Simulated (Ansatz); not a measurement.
**Relaxing graphene/h-GaN/graphene sandwich (62 atoms)**

Wanted: the relaxed structure of graphene/h-GaN/graphene sandwich (62 atoms) and its electronic structure.

Main program and level: Ansatz 0.2.0; Kohn-Sham DFT, PBE+D4, PAW (set soft_2), plane waves.

### 1. Set-up

The cell holds 62 atoms: 48 C, 7 Ga and 7 N. Its edges and angles: a = 8.507 Å, b = 8.507 Å, c = 22.960 Å, α = 90.0°, β = 90.0°, γ = 120.0°. It derives from C and GaN. 12 cells of graphene (a = 2.46 Å, strained -0.17 %) and 7 cells of h-GaN (a = 3.21 Å, +0.17 %) on one hexagonal cell, twist 49.11 deg; facing planes 3.5, 3.46 Å apart; 16 Å of vacuum; displaced by a Gaussian of 0.01 Å. Regions: layer 1, 24 atoms (24 C); layer 2, 14 atoms (7 Ga and 7 N); layer 3, 24 atoms (24 C). Vacuum lies along c.

As a file:

```xyz
62
Lattice="8.5073 0.0000 0.0000 -4.2537 7.3675 0.0000 0.0000 0.0000 22.9600" Properties=species:S:1:pos:R:3
C    -1.4106    4.9035    8.0018
C    -0.7106    3.6739    7.9926
C    -1.4133    7.3598    8.0032
C    -0.7016    6.1278    8.0117
C     0.7196    1.2260    7.9958
C    -2.8230    7.3518    7.9873
C     0.7125    3.6868    8.0020
C     1.4247    2.4565    7.9972
C     0.7164    6.1512    8.0048
C     1.4309    4.9095    7.9958
C     2.8448    2.4650    8.0091
C     3.5459    1.2227    8.0064
C     2.8227    4.9105    7.9855
C     3.5451    3.7032    8.0036
C     7.0852    0.0005    8.0032
C     3.5514    6.1427    8.0199
C     4.9479    1.2262    8.0025
C     5.6662    0.0066    7.9885
C     4.9571    3.6792    7.9862
C     5.6825    2.4590    8.0142
C    -3.5239    6.1485    7.9921
C    -2.8293    4.9127    8.0057
C    -1.4091    2.4418    8.0098
C    -0.7067    1.2345    8.0124
Ga    4.8711    5.3365   11.4984
N     5.4710    3.5937   11.5115
Ga    6.6832    0.0877   11.4965
N     3.0453    5.7084   11.5046
Ga   -1.2151    3.2391   11.5119
N    -0.6185    1.4673   11.5273
Ga   -0.6002    6.4003   11.4805
N     0.0003    4.6414   11.5064
Ga    1.2182    1.1437   11.5096
N    -2.4331    6.7454   11.4958
Ga    1.8275    4.2828   11.4997
N     2.4354    2.5298   11.5073
Ga    4.2565    2.1804   11.5080
N     4.8676    0.4246   11.5066
C     4.9567    4.8873   14.9437
C     5.6468    3.6640   14.9490
C    -3.5475    7.3380   14.9681
C    -2.8481    6.0959   14.9506
C     7.0871    1.1956   14.9513
C     3.5280    7.3468   14.9513
C    -1.4368    3.6524   14.9486
C    -0.7175    2.4346   14.9575
C    -1.4277    6.1050   14.9557
C    -0.7121    4.8884   14.9550
C     0.7029    2.4131   14.9548
C     1.4118    1.1974   14.9642
C     0.7141    4.8895   14.9564
C     1.4112    3.6535   14.9596
C     0.7287    7.3456   14.9561
C     1.3986    6.1229   14.9626
C     2.8177    1.1971   14.9775
C    -0.7292    7.3339   14.9770
C     2.8122    3.6624   14.9516
C     3.5570    2.4212   14.9474
C     2.8351    6.1330   14.9566
C     3.5343    4.8954   14.9582
C     4.9619    2.4253   14.9612
C     5.6644    1.2226   14.9417
```

### 2. Relaxation

With the cell held, the atoms are moved downhill towards a nearby minimum.

Input file input.yaml:

```yaml
crystal:
  lattice:
    - [8.5073, 0.0, 0.0]
    - [-4.25365, 7.36754, 0.0]
    - [0.0, 0.0, 22.96]
  atoms:
    - { symbol: C, position: [0.16697, 0.66556, 0.34851] }
    - { symbol: C, position: [0.1658, 0.49866, 0.34811] }
    - { symbol: C, position: [0.33335, 0.99895, 0.34857] }
    - { symbol: C, position: [0.33339, 0.83173, 0.34894] }
    [... 52 atom lines left out ...]
    - { symbol: C, position: [0.57911, 0.4971, 0.6512] }
    - { symbol: C, position: [0.58243, 0.32863, 0.65102] }
    - { symbol: C, position: [0.74947, 0.83244, 0.65142] }
    - { symbol: C, position: [0.74767, 0.66445, 0.65149] }
    - { symbol: C, position: [0.74785, 0.32919, 0.65162] }
    - { symbol: C, position: [0.7488, 0.16595, 0.65077] }
kpoints:
  mp_grid: { grid: [2, 2, 1] }
hamiltonian:
  xc: pbe
  dispersion: d4
scf:
  occupations: { method: gaussian, width: 0.025 }
output:
  forces: true
relax:
  f_tol: 0.03
  max_steps: 48
```

The run is started by

```
$ ansatz run input.yaml --threads 4 --pin off --max-ram 8192MiB --backend cpu --events-out ev --progress --plain --runs-dir out
```

Numbers of over 12 decimals in the logs are rounded to 6 here.

The log of the run:

```text
Engine: ansatz 0.2.0, aarch64-unknown-linux-gnu
Pseudopotentials: kind: paw
Pseudopotential: C, paw, valence charge 4, recommended cutoff 420 eV (normal), C.paw.azcp
Pseudopotential: Ga, paw, valence charge 13, recommended cutoff 420 eV (normal), Ga.paw.azcp
Pseudopotential: N, paw, valence charge 5, recommended cutoff 420 eV (normal), N.paw.azcp
Functional definition: PBE
  parameter kappa = 0.804
  parameter beta = 0.066725
  exchange = pbe_x(kappa = kappa, mu = beta*pi^2/3)
  correlation = pbe_c(beta = beta)
Crystal: 62 atoms, lattice volume = 1439.084 Å³
Basis set: ecut = 420 eV, 28187 PW (Γ), exchange–correlation on 120×120×320 points (8 copies of the dense FFT grid, shifted against one another)
Bands: 221, of which v1, the nominal top of the filled ones, is band 159 counted from 1 (158 counted from 0)
Symmetry: 1 space group operations
Space group: P1 (ITA 1), of the structure as read, at distance tolerance 1.1e-4 Å
k-points: 4
Non-local potential: C, projectors of the file, l = 0: 2, l = 1: 2, l = 2: 1
Non-local potential: Ga, projectors of the file, l = 0: 2, l = 1: 2, l = 2: 3, l = 3: 1
Non-local potential: N, projectors of the file, l = 0: 2, l = 1: 2, l = 2: 1
PAW form: soft (Blöchl's): semilocal exchange-correlation on the pseudo side does not see the compensation charge
PAW one-centre angular grid: C, 110 points (default); XC on 64 Gauss nodes
PAW one-centre angular grid: Ga, 590 points (default); XC on 64 Gauss nodes
PAW one-centre angular grid: N, 110 points (default); XC on 64 Gauss nodes
Initial density: superposition of atomic densities (neutral atoms: chi_scale 0, normalization atom), corrected by the library's trained network
Initial wavefunctions: pseudopotential atomic-orbital guess
Functional: x = pbe(κ = 0.804, μ = 0.219515), c = pbe(β = 0.066725)
SCF iter   1: F=—  HF=-41224.461968 eV  |F-HF|=—  |Δ(HF+E_count)|=         —  Δρ=3.05e-3  dr2=2.48e-1  ethr=1.77e-3  ⟨swp⟩=6.0  Hψ=3869  notcnv=0  defer=161
preconditioner: auto → LDOS  [metal: Δε(μ)=0.022 eV  Ē_g=15.089 eV  σ=0.025 eV  W_gap=0.46  n_scr=224 (ndim 8)  ℏωp=17.5 eV  f_vac=0.548  D(μ)=29.16/eV (n_scr^D=186)  β→1.0]
SCF iter   2: F=—  HF=-41224.446937 eV  |F-HF|=—  |Δ(HF+E_count)|=   1.50e-2  Δρ=1.83e-3  dr2=1.54e-1  ethr=7.80e-5  ⟨swp⟩=2.0  Hψ=1413  notcnv=0  defer=225
SCF iter   3: F=—  HF=-41224.440628 eV  |F-HF|=—  |Δ(HF+E_count)|=   6.31e-3  Δρ=8.63e-4  dr2=1.42e-2  ethr=4.83e-5  ⟨swp⟩=2.0  Hψ=1253  notcnv=0  defer=225
SCF iter   4: F=—  HF=-41224.438158 eV  |F-HF|=—  |Δ(HF+E_count)|=   2.47e-3  Δρ=3.82e-4  dr2=3.27e-3  ethr=4.45e-6  ⟨swp⟩=2.0  Hψ=1238  notcnv=0  defer=225
SCF iter   5: F=—  HF=-41224.437893 eV  |F-HF|=—  |Δ(HF+E_count)|=   2.66e-4  Δρ=1.49e-4  dr2=5.66e-4  ethr=1.03e-6  ⟨swp⟩=2.0  Hψ=1229  notcnv=0  defer=225
SCF iter   6: F=—  HF=-41224.437978 eV  |F-HF|=—  |Δ(HF+E_count)|=   8.49e-5  Δρ=1.20e-4  dr2=3.49e-4  ethr=1.78e-7  ⟨swp⟩=2.0  Hψ=1253  notcnv=0  defer=225
SCF iter   7: F=—  HF=-41224.437979 eV  |F-HF|=—  |Δ(HF+E_count)|=   1.47e-6  Δρ=5.66e-5  dr2=9.41e-5  ethr=1.10e-7  ⟨swp⟩=2.0  Hψ=1248  notcnv=0  defer=225
SCF iter   8: F=—  HF=-41224.437985 eV  |F-HF|=—  |Δ(HF+E_count)|=   5.89e-6  Δρ=3.76e-5  dr2=4.21e-5  ethr=2.96e-8  ⟨swp⟩=2.0  Hψ=1182  notcnv=0  defer=225
SCF iter   9: F=-41224.437988 eV  HF=-41224.437990 eV  |F-HF|=2.26e-6  |Δ(HF+E_count)|=   5.25e-6  Δρ=2.38e-5  dr2=1.93e-5  ethr=7.08e-9  ⟨swp⟩=4.0  Hψ=2599  notcnv=0
SCF 1 converged in 9 iterations: F = -41224.437988 eV  dr2 = 1.93e-5
  greatest PAW one-centre occupation: 0.996 electrons in one spin orbital (limit 2), on the Ga atom at site 26 (counted from 0), in its partial waves of l = 2
relax step   1: F+E_penalty+E_count = -41224.43798788 eV  Δ(F+E_penalty+E_count) = +0.000e0 eV  max|allowed force component| = 1.957e0 eV/Å  Δτ_max = 0.0000 Å  (9 SCF iters, dr2 threshold 2.25e-5 eV, accepted)
[...]
relax step   2: F+E_penalty+E_count = -41224.65791892 eV  Δ(F+E_penalty+E_count) = -2.199e-1 eV  max|allowed force component| = 9.581e-1 eV/Å  Δτ_max = 0.1735 Å  (8 SCF iters, dr2 threshold 1.00e-4 eV, accepted)
[...]
relax step   3: F+E_penalty+E_count = -41224.71513360 eV  Δ(F+E_penalty+E_count) = -5.721e-2 eV  max|allowed force component| = 2.795e-1 eV/Å  Δτ_max = 0.1539 Å  (7 SCF iters, dr2 threshold 5.74e-5 eV, accepted)
relax step   4: F+E_penalty+E_count = -41223.70459650 eV  Δ(F+E_penalty+E_count) = +1.011e0 eV  max|allowed force component| = 2.996e0 eV/Å  Δτ_max = 0.1912 Å  (8 SCF iters, dr2 threshold 6.65e-6 eV, rejected (line search))
relax step   5: F+E_penalty+E_count = -41224.78167091 eV  Δ(F+E_penalty+E_count) = -6.654e-2 eV  max|allowed force component| = 1.769e-1 eV/Å  Δτ_max = 0.0850 Å  (14 SCF iters, accepted)
relax step   6: F+E_penalty+E_count = -41224.78381286 eV  Δ(F+E_penalty+E_count) = -2.142e-3 eV  max|allowed force component| = 1.018e-1 eV/Å  Δτ_max = 0.0042 Å  (6 SCF iters, dr2 threshold 2.66e-6 eV, accepted)
relax step   7: F+E_penalty+E_count = -41224.78500697 eV  Δ(F+E_penalty+E_count) = -1.194e-3 eV  max|allowed force component| = 3.364e-2 eV/Å  Δτ_max = 0.0042 Å  (6 SCF iters, dr2 threshold 3.43e-6 eV, accepted)
[...]
relax step   8: F+E_penalty+E_count = -41224.78518608 eV  Δ(F+E_penalty+E_count) = -1.791e-4 eV  max|allowed force component| = 1.120e-2 eV/Å  Δτ_max = 0.0031 Å  (6 SCF iters, accepted)
SCF converged after 6 iterations
Free energy (F): -41224.785186 eV
Harris-Foulkes:  -41224.785186 eV  (|F-HF|=2.32e-8)
Internal energy: -41224.785101 eV  (E = F + TS)
E sigma→0 (E₀):  -41224.785144 eV
Entropy (-TS):   -0.000085 eV (-0.001 meV/atom)
Fermi energy:    0.643457 eV
--- Per-component energies (eV) ---
  E_band       = -2871.425375
  E_kinetic    = 6094.490867
  E_local      = -224016.673081  (includes V_loc(G=0)·N_el)
  E_nonlocal   = 4625.166275
  E_hartree    = 108789.913161
  E_xc         = -3203.322462
  E_vxc        = -3786.945004  (∫ρ·V_xc dr)
  E_paw        = -19599.247119  (= ΣΔE_a)
  E_vpaw       = -3367.273080  (= ΣTr[D̂ρ^β])
  E_aug_tail   = 0.000098  (compensation charges beyond the density's cutoff)
  E_ewald      = 86095.930674
  E_disp       = -11.043514  (pairwise vdW)
  E_smearing   = -0.000085  (= −TS)
  E_closure    = -0.000000  (closes the sum)
  Σ components = -41224.785186   (vs F -41224.785186, Δ=0.00e0)
--- Forces (eV/Å), atoms counted from 1 ---
  atom   1  C      0.00579679    -0.00397303     0.00038230
  atom   2  C     -0.00612001    -0.00138556    -0.00185315
  atom   3  C      0.00339976    -0.00034527     0.00090353
  atom   4  C     -0.00364629     0.00142640     0.00169485
  atom   5  C      0.00284146    -0.00639665    -0.00111045
  atom   6  C     -0.00226866    -0.00366114    -0.00151932
  atom   7  C      0.01002449     0.00063213     0.00191188
  atom   8  C     -0.00035731     0.00274499    -0.00114650
  atom   9  C      0.00084587     0.00139827     0.00226717
  atom  10  C      0.00376328    -0.00280895     0.00054735
  atom  11  C      0.00140318    -0.00253958     0.00130818
  atom  12  C      0.00041308    -0.00159813    -0.00001231
  atom  13  C     -0.00362609    -0.00429680    -0.00248444
  atom  14  C     -0.00689926     0.00802411     0.00056096
[...]
atom  61  C      0.00578211    -0.00485156     0.00302922
  atom  62  C     -0.00389772     0.00956420    -0.00225527
  max |Σ_I F_I| component: 1.59e-5 eV/Å
--- Relaxed structure (8 steps of the walk, 7 accepted, 0 SCFs on fresh bases) ---
  F+E_penalty+E_count = -41224.78518608 eV   max|allowed force component| = 1.120e-2 eV/Å
  atoms:
    - { symbol: C, position: [0.166453, 0.666671, 0.353756] }
    - { symbol: C, position: [0.166466, 0.499085, 0.353507] }
    - { symbol: C, position: [0.333814, 0.999249, 0.353156] }
    - { symbol: C, position: [0.333835, 0.834019, 0.353935] }
[...]
- { symbol: C, position: [0.747294, 0.163350, 0.648142] }
```

It took 3 min on 4 threads of Arm Neoverse V2, shared host; peak memory 5.8 GiB; 12 min of CPU time.

Step by step:

```csv
step,energy less that of the first step (eV),largest force component (eV/Å)
1,0.0000,1.9567
2,-0.2199,0.9581
3,-0.2771,0.2795
4,0.7334,2.9955
5,-0.3437,0.1769
6,-0.3458,0.1018
7,-0.3470,0.0336
8,-0.3472,0.0112
```

Relaxation step 4 was tried and not accepted.

The atoms that moved most (Å):

```csv
atom,dx,dy,dz,length
C55,0.017,0.002,-0.128,0.129
C2,0.004,0.003,0.124,0.124
C50,-0.004,0.006,-0.123,0.123
C1,-0.009,0.008,0.121,0.121
C10,-0.001,0.002,0.118,0.118
C4,-0.006,0.017,0.115,0.116
C56,0.011,0.010,-0.115,0.116
C18,0.008,-0.013,0.114,0.115
```

The relaxation changed the energy by -5.6 meV/atom, and atoms moved by 0.085 Å r.m.s., 0.13 Å at most.

### 3. Distances and neighbours after relaxation

Normalised to the volume that the atoms fill. Pair distribution functions g(r), in bins of 0.2 Å:

```csv
r (Å),total,C-C,C-Ga,C-N,Ga-Ga,Ga-N,N-N
1.40,4.05,6.75,0.00,0.00,0.00,0.00,0.00
1.60,0.00,0.00,0.00,0.00,0.00,0.00,0.00
1.80,0.68,0.00,0.00,0.00,0.00,26.75,0.00
2.00,0.00,0.00,0.00,0.00,0.00,0.00,0.00
2.20,0.00,0.00,0.00,0.00,0.00,0.00,0.00
2.40,2.70,4.50,0.00,0.00,0.00,0.00,0.00
2.60,0.00,0.00,0.00,0.00,0.00,0.00,0.00
2.80,1.03,1.72,0.00,0.00,0.00,0.00,0.00
3.00,0.00,0.00,0.00,0.00,0.00,0.00,0.00
3.20,0.46,0.00,0.00,0.00,18.10,0.00,18.10
3.40,0.27,0.00,0.77,0.77,0.00,0.00,0.00
3.60,0.41,0.00,1.16,1.16,0.00,0.00,0.00
3.80,1.73,1.95,1.09,1.14,0.00,6.80,0.00
4.00,0.42,0.00,1.27,1.15,0.00,0.00,0.00
4.20,1.31,1.50,1.17,1.14,0.00,0.00,0.00
4.40,0.29,0.00,0.80,0.87,0.00,0.00,0.00
4.60,0.35,0.00,0.99,0.99,0.00,0.00,0.00
4.80,0.36,0.05,0.91,0.96,0.00,0.00,0.00
5.00,1.15,1.08,0.89,0.84,0.00,7.75,0.00
5.20,0.92,1.04,0.82,0.84,0.00,0.00,0.00
5.40,0.26,0.00,0.74,0.74,0.00,0.00,0.00
5.60,0.72,0.43,0.88,0.88,6.05,0.00,6.05
5.80,0.24,0.00,0.68,0.68,0.00,0.00,0.00
6.00,0.29,0.00,0.82,0.82,0.00,0.00,0.00
6.20,0.65,0.72,0.66,0.59,0.00,0.00,0.00
6.40,1.02,1.09,0.69,0.77,4.55,0.00,4.55
6.60,0.48,0.21,0.70,0.69,0.00,4.22,0.00
6.80,0.37,0.26,0.62,0.62,0.00,0.00,0.00
```

Bonds by pair of elements; cutoffs follow the first minimum of g(r), held within bounds set by covalent radii, and pairs that aren't listed don't count as bonded:

```
pair A-B  cutoff (Å)  bonds  mean length (Å)  spread (Å)  shortest (Å)  B about A  A about B
     C-C        1.82     72             1.42       0.008          1.40          3          3
    Ga-N        2.27     21             1.86       0.001          1.85          3          3
```

How many atoms have how many bonded neighbours:

```csv
element,mean,3
C,3,48
Ga,3,7
N,3,7
```

Bond angles (no mean is given where the spread exceeds 20°):

```
  angle  count  mean (°)  spread (°)
  C-C-C    144       120         0.3
 N-Ga-N     21       120           0
Ga-N-Ga     21       120           0
```

By these cutoffs all C atoms have 3, all Ga atoms have 3 and all N atoms have 3 bonded neighbours. The C-C-C angle averages 120° with a spread of 0.3°.

(Part 1 of 2 ends here.)

[Logs are printed without paths, hosts, clocks, repeated set-up lines and the standing remarks that a program may print on its own settings, such as how far it seeks lower states.]

[Hosts, paths, dates, database ids (printed as entryN), source tags and the programs' standing remarks are cut or masked in the printed files.]
